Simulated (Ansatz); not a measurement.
## Li3Cr, from a guessed structure to a relaxed one

Starting from a made-up structure for Li3Cr, the aim is the relaxed cell, its shortest contacts and, where a second run follows, its electronic structure.

Method: DFT, PBEsol, plane-wave PAW, files of the set soft_1, scalar-relativistic, ferromagnetic start, cell and ions relaxed at zero pressure; PAW set soft_1, in Ansatz 0.2.0.

### 1. Set-up

Symmetry: Cmmm, No. 65, orthorhombic system. The conventional cell has a = 2.888 Å, b = 4.875 Å, c = 9.285 Å, α = 90.00°, β = 90.00°, γ = 90.00°. Nearest to Cr lie 4 Li at 2.83 Å and 6 Cr at 2.83 to 2.89 Å. Li has 8 Li at 2.64 to 2.89 Å and 2 Cr at 2.83 Å nearest. Nearest to Li lie 10 Li at 2.64 to 2.89 Å. Farther neighbours are not listed.

### 2. Relaxation of the guess

The guessed cell has no reason to be at equilibrium. It is relaxed with the atoms, within the space group of the guess.

input.yaml reads:

```yaml
crystal:
  lattice:
    - [1.444, -2.4375, 0.0]
    - [1.444, 2.4375, 0.0]
    - [0.0, 0.0, 9.285]
  atoms:
    - { symbol: Cr, position: [0.0, 0.0, 0.0], spin: 3.0 }
    - { symbol: Li, position: [0.5, 0.5, 0.2624] }
    - { symbol: Li, position: [0.0, 0.0, 0.5] }
    - { symbol: Li, position: [0.5, 0.5, 0.7376] }
magnetization:
  spin_polarized: true
kpoints:
  mp_grid: { grid: [11, 11, 3] }
scf:
  occupations: { method: fermi_dirac, width: 0.05 }
hamiltonian:
  xc: pbesol
  pseudopotentials: { kind: paw, azcp: { folder: soft_1 }, xc_functional: pbe }
relax:
  f_tol: 0.015
  max_steps: 70
  cell: {}
output:
  forces: true
  stress: true
```

Launch:

```
> ansatz run input.yaml --threads 4 --pin off --max-ram 8192MiB --backend cpu --events-out ev --progress --plain --runs-dir out
```

Numbers of over 12 decimals in the logs are rounded to 6 here.

Log:

```text
Engine: ansatz 0.2.0, x86_64-unknown-linux-gnu
Pseudopotentials: kind: paw
Pseudopotential: Cr, paw, valence charge 14, recommended cutoff 420 eV (normal), soft_1/Cr.paw.azcp
Pseudopotential: Li, paw, valence charge 3, recommended cutoff 420 eV (normal), soft_1/Li.paw.azcp
Functional definition: PBEsol
  exchange = pbesol_x
  correlation = pbesol_c
Crystal: 4 atoms, lattice volume = 65.362 Å³
Basis set: ecut = 420 eV, 1291 PW (Γ), exchange–correlation on 40×40×128 points (8 copies of the dense FFT grid, shifted against one another)
Bands: 17, of which v1, the nominal top of the filled ones, is band 12 counted from 1 (11 counted from 0)
Symmetry: 8 space group operations
Space group: Cmmm (ITA 65), of the structure as read, at distance tolerance 4.0e-5 Å
Magnetic group: BNS 65.481 (UNI 579), of the structure as read, at distance tolerance 4.0e-5 Å
k-points: 72 of 363
Non-local potential: Cr, projectors of the file, l = 0: 3, l = 1: 2, l = 2: 3, l = 3: 1
Non-local potential: Li, projectors of the file, l = 0: 3, l = 1: 2, l = 2: 1
PAW form: soft (Blöchl's): semilocal exchange-correlation on the pseudo side does not see the compensation charge
PAW frozen core: Cr, regenerated for the run's functional, and the local potential with it (the file was generated under x = pbe(κ = 0.804, μ = 0.219515), c = pbe(β = 0.066725))
PAW one-centre angular grid: Cr, 590 points (default); XC on 64 Gauss nodes
PAW one-centre angular grid: Li, 110 points (default); XC on 64 Gauss nodes
Initial density: superposition of atomic densities (chi_scale 0.1, normalization cell, long waves kept (reshape's long-wave potential 0.65 eV rms))
Starting moments: Σ|m| = 3 μB on 1 of 4 sites
Initial wavefunctions: pseudopotential atomic-orbital guess
Functional: x = pbesol(κ = 0.804, μ = 0.123457), c = pbesol(β = 0.046)
SCF iter   1: F=—  HF=-3957.060690 eV  |F-HF|=—  |Δ(HF+E_count)|=         —  Δρ=9.59e-2 (↑9.59e-2 ↓6.58e-2)  dr2=6.30e1  dr2_m=1.76e-1  M=3.163 μB ∫|m|=3.196 μB  β_m=0.30  ethr=3.10e-3  ⟨swp⟩=3.8  Hψ=10171  notcnv=0
Mixer restart at iter 1: flushing history
preconditioner: auto → none  [metal: Δε(μ)=0.001 eV  Ē_g=4.010 eV  σ=0.050 eV  W_gap=0.00  n_scr=6 (ndim 8)  ℏωp=13.8 eV  f_vac=0.000  D(μ)=3.93/eV (n_scr^D=50)  sad-step TF]
SCF iter   2: F=—  HF=-3957.442641 eV  |F-HF|=—  |Δ(HF+E_count)|=   3.82e-1  Δρ=3.59e-2 (↑2.46e-2 ↓3.59e-2)  dr2=1.95e1  dr2_m=6.60e-2  M=3.213 μB ∫|m|=3.246 μB  β_m=0.38  ethr=3.10e-3  ⟨swp⟩=3.1  Hψ=6665  notcnv=0  defer=70
SCF iter   3: F=—  HF=-3958.820797 eV  |F-HF|=—  |Δ(HF+E_count)|=    1.38e0  Δρ=6.20e-2 (↑6.20e-2 ↓4.83e-2)  dr2=5.28e1  dr2_m=1.24e-1  M=2.784 μB ∫|m|=2.931 μB  β_m=0.26  ethr=3.10e-3  ⟨swp⟩=4.6  Hψ=7139  notcnv=0  defer=48  recentre
SCF iter   4: F=—  HF=-3956.067240 eV  |F-HF|=—  |Δ(HF+E_count)|=    2.75e0  Δρ=1.46e-2 (↑1.46e-2 ↓9.22e-3)  dr2=1.75e-1  dr2_m=4.91e-2  M=3.097 μB ∫|m|=3.172 μB  β_m=0.60  ethr=3.10e-3  ⟨swp⟩=3.5  Hψ=5694  notcnv=0  defer=58
SCF iter   5: F=—  HF=-3956.557844 eV  |F-HF|=—  |Δ(HF+E_count)|=         —  Δρ=3.75e-2 (↑3.75e-2 ↓2.92e-2)  dr2=1.58e0  dr2_m=6.33e-1  M=4.011 μB ∫|m|=4.104 μB  β_m=1.00  ethr=7.60e-4  ⟨swp⟩=2.9  Hψ=5067  notcnv=0  defer=48  κ⁻¹=5.4e-4(r=3)
SCF iter   6: F=—  HF=-3956.285959 eV  |F-HF|=—  |Δ(HF+E_count)|=   2.72e-1  Δρ=2.06e-2 (↑2.06e-2 ↓4.10e-3)  dr2=2.35e-1  dr2_m=5.42e-2  M=4.044 μB ∫|m|=4.183 μB  β_m=0.60  ethr=2.17e-4  ⟨swp⟩=3.1  Hψ=5452  notcnv=0  defer=50
SCF iter   7: F=—  HF=-3956.208601 eV  |F-HF|=—  |Δ(HF+E_count)|=   7.74e-2  Δρ=8.57e-3 (↑8.57e-3 ↓3.42e-3)  dr2=1.84e-1  dr2_m=1.62e-2  M=3.873 μB ∫|m|=4.008 μB  β_m=0.48  ethr=2.17e-4  ⟨swp⟩=3.0  Hψ=5877  notcnv=0  defer=72
SCF iter   8: F=—  HF=-3956.195747 eV  |F-HF|=—  |Δ(HF+E_count)|=   1.29e-2  Δρ=8.00e-3 (↑8.00e-3 ↓2.40e-3)  dr2=3.27e-2  dr2_m=1.55e-2  M=3.825 μB ∫|m|=3.964 μB  β_m=0.26  ethr=2.17e-4  ⟨swp⟩=2.3  Hψ=3772  notcnv=0  defer=72
SCF iter   9: F=—  HF=-3956.199805 eV  |F-HF|=—  |Δ(HF+E_count)|=   4.06e-3  Δρ=9.19e-4 (↑8.71e-4 ↓9.19e-4)  dr2=2.55e-3  dr2_m=1.16e-4  M=3.861 μB ∫|m|=3.998 μB  β_m=0.49  ethr=1.42e-4  ⟨swp⟩=2.1  Hψ=3658  notcnv=0  defer=72
SCF iter  10: F=—  HF=-3956.201485 eV  |F-HF|=—  |Δ(HF+E_count)|=   1.68e-3  Δρ=1.38e-3 (↑1.38e-3 ↓3.38e-4)  dr2=1.73e-3  dr2_m=4.00e-4  M=3.837 μB ∫|m|=3.976 μB  β_m=0.47  ethr=1.11e-5  ⟨swp⟩=2.2  Hψ=4028  notcnv=0  defer=72
SCF iter  11: F=—  HF=-3956.201186 eV  |F-HF|=—  |Δ(HF+E_count)|=   2.99e-4  Δρ=1.07e-4 (↑1.07e-4 ↓5.85e-5)  dr2=5.16e-6  dr2_m=2.83e-6  M=3.831 μB ∫|m|=3.970 μB  β_m=0.74  ethr=7.51e-6  ⟨swp⟩=1.7  Hψ=2806  notcnv=0  defer=68
SCF iter  12: F=—  HF=-3956.201201 eV  |F-HF|=—  |Δ(HF+E_count)|=   1.49e-5  Δρ=9.43e-5 (↑9.43e-5 ↓1.65e-5)  dr2=1.53e-5  dr2_m=1.10e-6  M=3.829 μB ∫|m|=3.968 μB  β_m=0.74  ethr=2.24e-8  ⟨swp⟩=2.0  Hψ=3313  notcnv=0  defer=68
SCF iter  13: F=—  HF=-3956.201201 eV  |F-HF|=—  |Δ(HF+E_count)|=   3.49e-7  Δρ=3.05e-5 (↑3.05e-5 ↓5.24e-6)  dr2=8.84e-7  dr2_m=1.70e-7  M=3.829 μB ∫|m|=3.969 μB  β_m=0.87  ethr=2.24e-8  ⟨swp⟩=1.7  Hψ=2823  notcnv=0  defer=68
SCF iter  14: F=—  HF=-3956.201201 eV  |F-HF|=—  |Δ(HF+E_count)|=   1.77e-7  Δρ=3.21e-6 (↑3.21e-6 ↓1.54e-6)  dr2=5.83e-8  dr2_m=9.04e-10  M=3.829 μB ∫|m|=3.969 μB  β_m=0.83  ethr=3.84e-9  ⟨swp⟩=1.9  Hψ=2985  notcnv=0  defer=68
SCF iter  15: F=-3956.201201 eV  HF=-3956.201201 eV  |F-HF|=2.75e-8  |Δ(HF+E_count)|=  3.06e-10  Δρ=1.25e-6 (↑1.25e-6 ↓1.24e-6)  dr2=2.86e-8  dr2_m=6.14e-11  M=3.829 μB ∫|m|=3.969 μB  ethr=2.54e-10  ⟨swp⟩=1.9  Hψ=6226  notcnv=0
SCF 1 converged in 15 iterations: F = -3956.201201 eV  dr2 = 2.86e-8
  greatest PAW one-centre occupation: 1.000 electrons in one spin orbital (limit 2), on the Cr atom at site 0 (counted from 0), in its partial waves of l = 0
relax step   1: F+E_penalty+E_count = -3956.20120141 eV  Δ(F+E_penalty+E_count) = +0.000e0 eV  max|allowed force component| = 5.441e-1 eV/Å  Δτ_max = 0.0000 Å  P = +0.974 GPa  Ω = 65.362 Å³  (15 SCF iters, dr2 threshold 1.00e-7 eV, accepted)
Crystal: 4 atoms, lattice volume = 66.593 Å³
Basis set: ecut = 420 eV, 1307 PW (Γ), exchange–correlation on 40×40×128 points (8 copies of the dense FFT grid, shifted against one another)
Initial density: handed on by an earlier stage of this run
Starting moments: Σ|m| = 3 μB on 1 of 4 sites; this step starts from the density that it was given
Initial wavefunctions: those handed on with the density
SCF iter   1: F=—  HF=-3956.591762 eV  |F-HF|=—  |Δ(HF+E_count)|=         —  Δρ=2.28e-2 (↑1.40e-2 ↓2.28e-2)  dr2=3.16e0  dr2_m=1.77e-1  M=3.210 μB ∫|m|=3.410 μB  β_m=0.30  ethr=3.10e-3  ⟨swp⟩=4.8  Hψ=10372  notcnv=0
[...]
relax step  10: F+E_penalty+E_count = -3956.68210834 eV  Δ(F+E_penalty+E_count) = -1.112e-3 eV  max|allowed force component| = 1.365e-3 eV/Å  Δτ_max = 0.0075 Å  P = +0.024 GPa  Ω = 55.025 Å³  energy of the carried Pulay correction = +6.206e-4 eV  (11 SCF iters, dr2 threshold 4.00e-7 eV, accepted)
Basis set: ecut = 420 eV, 1075 PW (Γ), exchange–correlation on 36×36×144 points (8 copies of the dense FFT grid, shifted against one another)
Initial wavefunctions: pseudopotential atomic-orbital guess (no wavefunctions were taken with the density)
iter 1 solved again at ethr=5.55e-7 eV; its pass at ethr=3.10e-3 eV (dr2=1.28e-4 eV) is discarded
SCF iter   1: F=—  HF=-3956.681445 eV  |F-HF|=—  |Δ(HF+E_count)|=         —  Δρ=2.24e-4 (↑2.24e-4 ↓2.24e-4)  dr2=8.03e-5  dr2_m=4.56e-11  M=0.000 μB ∫|m|=0.000 μB  β_m=0.65  ethr=5.55e-7  ⟨swp⟩=2.0  Hψ=14404  notcnv=0
preconditioner: auto → none  [metal: Δε(μ)=0.010 eV  Ē_g=4.075 eV  σ=0.050 eV  W_gap=0.05  n_scr=4 (ndim 8)  ℏωp=15.0 eV  f_vac=0.000  D(μ)=2.87/eV (n_scr^D=28)]
SCF iter   2: F=—  HF=-3956.681374 eV  |F-HF|=—  |Δ(HF+E_count)|=   7.11e-5  Δρ=2.86e-4 (↑2.86e-4 ↓2.86e-4)  dr2=1.90e-3  dr2_m=1.99e-11  M=0.000 μB ∫|m|=0.000 μB  β_m=0.22  ethr=3.49e-7  ⟨swp⟩=2.0  Hψ=3186  notcnv=0  recentre
SCF iter   3: F=—  HF=-3956.681346 eV  |F-HF|=—  |Δ(HF+E_count)|=   2.84e-5  Δρ=1.40e-4 (↑1.40e-4 ↓1.40e-4)  dr2=1.14e-5  dr2_m=3.04e-11  M=0.000 μB ∫|m|=0.000 μB  β_m=0.28  ethr=3.49e-7  ⟨swp⟩=2.0  Hψ=3160  notcnv=0
SCF iter   4: F=—  HF=-3956.681282 eV  |F-HF|=—  |Δ(HF+E_count)|=   6.32e-5  Δρ=5.58e-5 (↑5.58e-5 ↓5.58e-5)  dr2=9.43e-6  dr2_m=1.55e-11  M=0.000 μB ∫|m|=0.000 μB  β_m=0.42  ethr=4.97e-8  ⟨swp⟩=1.2  Hψ=2472  notcnv=0
SCF iter   5: F=—  HF=-3956.681282 eV  |F-HF|=—  |Δ(HF+E_count)|=   9.49e-9  Δρ=2.32e-5 (↑2.32e-5 ↓2.32e-5)  dr2=7.91e-7  dr2_m=9.16e-12  M=0.000 μB ∫|m|=0.000 μB  β_m=0.51  ethr=4.10e-8  ⟨swp⟩=2.0  Hψ=2934  notcnv=0
SCF iter   6: F=—  HF=-3956.681283 eV  |F-HF|=—  |Δ(HF+E_count)|=   8.62e-7  Δρ=1.05e-5 (↑1.04e-5 ↓1.05e-5)  dr2=6.24e-7  dr2_m=5.26e-12  M=0.000 μB ∫|m|=0.000 μB  β_m=0.48  ethr=3.44e-9  ⟨swp⟩=2.0  Hψ=3054  notcnv=0
SCF iter   7: F=—  HF=-3956.681284 eV  |F-HF|=—  |Δ(HF+E_count)|=   8.99e-7  Δρ=5.76e-6 (↑5.65e-6 ↓5.76e-6)  dr2=2.86e-7  dr2_m=3.51e-12  M=0.000 μB ∫|m|=0.000 μB  β_m=0.66  ethr=2.71e-9  ⟨swp⟩=2.0  Hψ=2928  notcnv=0
SCF iter   8: F=—  HF=-3956.681284 eV  |F-HF|=—  |Δ(HF+E_count)|=   3.59e-7  Δρ=1.77e-6 (↑1.69e-6 ↓1.77e-6)  dr2=2.39e-8  dr2_m=1.33e-12  M=0.000 μB ∫|m|=0.000 μB  β_m=0.78  ethr=1.24e-9  ⟨swp⟩=2.0  Hψ=3112  notcnv=0
SCF iter   9: F=—  HF=-3956.681284 eV  |F-HF|=—  |Δ(HF+E_count)|=   2.17e-8  Δρ=5.75e-7 (↑5.75e-7 ↓5.17e-7)  dr2=2.51e-9  dr2_m=6.00e-13  M=0.000 μB ∫|m|=0.000 μB  β_m=0.81  ethr=1.04e-10  ⟨swp⟩=2.0  Hψ=3322  notcnv=0
SCF iter  10: F=—  HF=-3956.681293 eV  |F-HF|=—  |Δ(HF+E_count)|=   8.39e-6  Δρ=2.53e-7 (↑2.52e-7 ↓2.53e-7)  dr2=1.49e-10  dr2_m=8.01e-13  M=0.000 μB ∫|m|=0.000 μB  β_m=0.76  ethr=1.09e-11  ⟨swp⟩=2.0  Hψ=4066  notcnv=0
SCF iter  11: F=—  HF=-3956.681293 eV  |F-HF|=—  |Δ(HF+E_count)|=  1.82e-12  Δρ=2.37e-7 (↑2.15e-7 ↓2.37e-7)  dr2=7.02e-11  dr2_m=5.17e-13  M=0.000 μB ∫|m|=0.000 μB  β_m=0.88  ethr=1.00e-12  ⟨swp⟩=1.9  Hψ=2721  notcnv=0
SCF iter  12: F=—  HF=-3956.681293 eV  |F-HF|=—  |Δ(HF+E_count)|=  4.73e-11  Δρ=1.66e-7 (↑1.64e-7 ↓1.66e-7)  dr2=8.52e-11  dr2_m=5.10e-13  M=0.000 μB ∫|m|=0.000 μB  β_m=0.61  ethr=1.00e-12  ⟨swp⟩=2.0  Hψ=2815  notcnv=0
SCF iter  13: F=—  HF=-3956.681293 eV  |F-HF|=—  |Δ(HF+E_count)|=  6.82e-12  Δρ=1.76e-7 (↑1.57e-7 ↓1.76e-7)  dr2=7.43e-11  dr2_m=1.03e-13  M=0.000 μB ∫|m|=0.000 μB  β_m=0.81  ethr=1.00e-12  ⟨swp⟩=1.0  Hψ=2448  notcnv=0
SCF iter  14: F=-3956.681293 eV  HF=-3956.681293 eV  |F-HF|=0.00e0  |Δ(HF+E_count)|=  1.05e-11  Δρ=2.86e-8 (↑1.66e-8 ↓2.86e-8)  dr2=3.15e-12  dr2_m=2.44e-14  M=0.000 μB ∫|m|=0.000 μB  ethr=1.00e-12  ⟨swp⟩=2.0  Hψ=6983  notcnv=0
the starting moments were not kept: the SCF closed with an absolute magnetisation of 8.5e-7 μB, where they sum to 3 μB in size (1 site). That is at most 0.1 of that sum. Measured as dr2_m measures the in/out step, that magnetisation stands 4.1e-13 eV from none, at or under the dr2_threshold of 4.0e-11 eV: it is no larger than a step whose dr2_m would equal this threshold.
SCF 11 converged in 14 iterations: F = -3956.681293 eV  dr2 = 3.15e-12
relax step  11: F+E_penalty+E_count = -3956.68129285 eV  Δ(F+E_penalty+E_count) = +8.155e-4 eV  max|allowed force component| = 1.607e-3 eV/Å  Δτ_max = 0.0000 Å  P = +0.035 GPa  Ω = 55.025 Å³  stress off target by 4.11e-2 GPa  SCF on the basis re-selected at this cell (its energy is not comparable with the rows above)  (14 SCF iters)
basis re-selected at this cell: Δ(F+E_penalty+E_count) = +8.155e-4 eV, ΔP = +0.011 GPa vs the last step (what re-selecting the basis moved, of the pressure what is left beyond the Pulay correction that the steps carried, after the strain that the cell walked since its last selection, with what the two solves' SCF thresholds leave and, on support functions, any second-order correction that the steps lacked; it is no measure of the basis error at this ecutwfc). The dense FFT grid was sized anew with the basis: this SCF ran on 18×18×72 points, the steps before it on 20×20×64, so part of this shift can come from that change (see relax.cell in the input reference). [rest of the remark cut]
SCF converged after 14 iterations
Magnetization: 0.0000 μB (11.5000 up, 11.5000 down)
Absolute magnetization: 0.0000 μB (∫|ρ↑−ρ↓|, with the PAW one-centre terms)
Spin contamination: 0.0000 ħ² per cell (⟨S²⟩ above its minimum at these occupations)
Per-site moments (μB) at R_I (Å): [(5.600198620181879e-7, 1.010285), (2.2775177839427608e-8, 1.010285), (2.387350720549504e-8, 1.010285), (2.2775177858498793e-8, 1.010285)]
Free energy (F): -3956.681293 eV
Harris-Foulkes:  -3956.681293 eV  (|F-HF|=0.00e0)
Internal energy: -3956.657254 eV  (E = F + TS)
E sigma→0 (E₀):  -3956.669273 eV
Entropy (-TS):   -0.024039 eV (-6.010 meV/atom)
Fermi energy:    5.612227 eV
--- Per-component energies (eV) ---
  E_band       = -554.668439
  E_kinetic    = 352.393784
  E_local      = -4073.161598  (includes V_loc(G=0)·N_el)
  E_nonlocal   = -13.025625
  E_hartree    = 1839.369145
  E_xc         = -140.146401
  E_vxc        = -179.592630  (∫ρ·V_xc dr)
  E_paw        = -1259.434766  (= ΣΔE_a)
  E_vpaw       = -320.022102  (= ΣTr[D̂ρ^β])
  E_aug_tail   = 0.001586  (compensation charges beyond the density's cutoff)
  E_ewald      = -662.813379
  E_core_change = 0.160000  (= ΣΔE_core)
  E_smearing   = -0.024039  (= −TS)
  E_closure    = -0.000000  (closes the sum)
  Σ components = -3956.681293   (vs F -3956.681293, Δ=0.00e0)
--- Forces (eV/Å), atoms counted from 1 ---
  atom   1  Cr     0.00000000     0.00000000     0.00000000
  atom   2  Li     0.00000000     0.00000000     0.00160653
  atom   3  Li     0.00000000     0.00000000     0.00000000
  atom   4  Li     0.00000000     0.00000000    -0.00160653
  max |Σ_I F_I| component: 2.47e-32 eV/Å
--- Stress (GPa, compression-positive) ---
        0.029893       0.000000       0.000000
        0.000000       0.041149       0.000000
        0.000000       0.000000       0.033127
  P = ⅓ Tr σ = 0.0347 GPa (0.347 kbar)
--- Relaxed structure (10 steps of the walk, 10 accepted, 1 SCFs on fresh bases) ---
  F+E_penalty+E_count = -3956.68129285 eV   max|allowed force component| = 1.607e-3 eV/Å   (the final SCF, on the basis selected at the relaxed cell)
  cell:  # Å, volume = 55.0248 Å³
    - [1.418455, -1.996608, 0.0]
    - [1.418455, 1.996608, 0.0]
    - [0.0, 0.0, 9.714488]
  atoms:
    - { symbol: Cr, position: [0, 0, 2.1018458917328037e-19] }
    - { symbol: Li, position: [0.5, 0.5, 0.234122] }
    - { symbol: Li, position: [0, 0, 0.5] }
    - { symbol: Li, position: [0.5, 0.5, 0.765878] }
```

Wall time 51 s (4 threads of Intel Xeon Platinum 8375C at 2.90GHz (Ice Lake), shared host); peak memory 0.51 GiB; 3 min of CPU time.

Step by step:

| step | energy less that of the first step (eV) | largest force component (eV/Å) | pressure (GPa) | volume (Å³) |
| --- | --- | --- | --- | --- |
| 1 | 0.0000 | 0.5441 | 0.97 | 65.36 |
| 2 | -0.1443 | 0.0567 | 0.26 | 66.59 |
| 3 | -0.1687 | 0.0146 | -0.15 | 66.78 |
| 4 | -0.1808 | 0.0015 | -1.09 | 65.96 |
| 5 | -0.2465 | 0.0114 | -3.79 | 63.62 |
| 6 | -0.4154 | 0.1045 | -2.69 | 59.35 |
| 7 | -0.4665 | 0.0670 | 0.72 | 54.92 |
| 8 | -0.4790 | 0.0062 | -0.06 | 55.22 |
| 9 | -0.4798 | 0.0095 | 0.00 | 55.20 |
| 10 | -0.4809 | 0.0014 | 0.02 | 55.02 |
| 11* | -0.4801 | 0.0016 | 0.03 | 55.02 |

Relaxation steps marked * repeat the geometry before them on a plane-wave basis chosen anew for their cell, so energy and pressure can jump there.

The run keeps the 8 symmetry operations that it works with, so distortions that break them were not tested.

| cell as run | before | after | change |
| --- | --- | --- | --- |
| a (Å) | 2.833 | 2.449 | -13.6 % |
| b (Å) | 2.833 | 2.449 | -13.6 % |
| c (Å) | 9.285 | 9.714 | +4.6 % |
| γ (°) | 118.71 | 109.22 | -8.0 % |
| volume (Å³/atom) | 16.34 | 13.76 | -15.8 % |

The atoms that moved most (Å, as changes of fractional coordinates times the final cell):

| atom | dx | dy | dz | length |
| --- | --- | --- | --- | --- |
| Li4 | 0.000 | 0.000 | 0.275 | 0.275 |
| Li2 | 0.000 | 0.000 | -0.275 | 0.275 |

The relaxed structure:

```cif
data_structure
_symmetry_space_group_name_H-M 'P 1'
_symmetry_Int_Tables_number 1
_cell_length_a 2.4492
_cell_length_b 2.4492
_cell_length_c 9.7145
_cell_angle_alpha 90.000
_cell_angle_beta 90.000
_cell_angle_gamma 109.218
_cell_volume 55.02
loop_
_atom_site_label
_atom_site_type_symbol
_atom_site_fract_x
_atom_site_fract_y
_atom_site_fract_z
_atom_site_occupancy
Cr1 Cr 0.00000 0.00000 0.00000 1
Li2 Li 0.50000 0.50000 0.23412 1
Li3 Li 0.00000 0.00000 0.50000 1
Li4 Li 0.50000 0.50000 0.76588 1
```

Numbers from this step:

```
free energy             : -3956.6813 eV
energy at zero smearing : -3956.6693 eV
smearing term TS        : 0.02404 eV
Fermi energy            : 5.612 eV
electrons               : 23
symmetry operations     : 8
pressure                : 0.03472 GPa
```

Shortest distances by pair of elements, guess and relaxed (not always the same contact):

| pair | guess (Å) | relaxed (Å) |
| --- | --- | --- |
| Cr–Cr | 2.833 | 2.449 |
| Li–Li | 2.637 | 2.449 |
| Cr–Li | 2.832 | 2.680 |

The relaxation ends with a largest force component of 0.0016 eV/Å and a pressure of 0.03 GPa. The starting moments have collapsed: the run ends non-magnetic.

### 3. Results

```yaml
space_group_relaxed: Cmmm
conventional_cell: a = 2.837, b = 3.993, c = 9.714 Å; α = 90.0°, β = 90.0°, γ = 90.0°
volume_per_atom: 13.76 Å³ (guess 16.34)
total_moment: 0.00 μB in the cell of 4 atoms
```

Li3Cr relaxes to Cmmm with a = 2.837, b = 3.993 and c = 9.714 Å. The guessed volume was 19 % too large. The space group Cmmm was held in the relaxation, so the end point is a stationary structure within it and may be a saddle against distortions or other arrangements. The moments died out from this one start and weren't seeded again at the relaxed cell. Mesh and cutoff weren't tested. A vector of the cell changed its length by 14 %, more than the volume shows. No dispersion term is used, so weakly bound directions may come out too long. Nothing here tests whether the compound is stable against decomposition.

[Logs are printed without paths, hosts, clocks, repeated set-up lines and the standing remarks that a program may print on its own settings, such as how far it seeks lower states.]

[Hosts, paths, dates, database ids (printed as entryN), source tags and the programs' standing remarks are cut or masked in the printed files.]
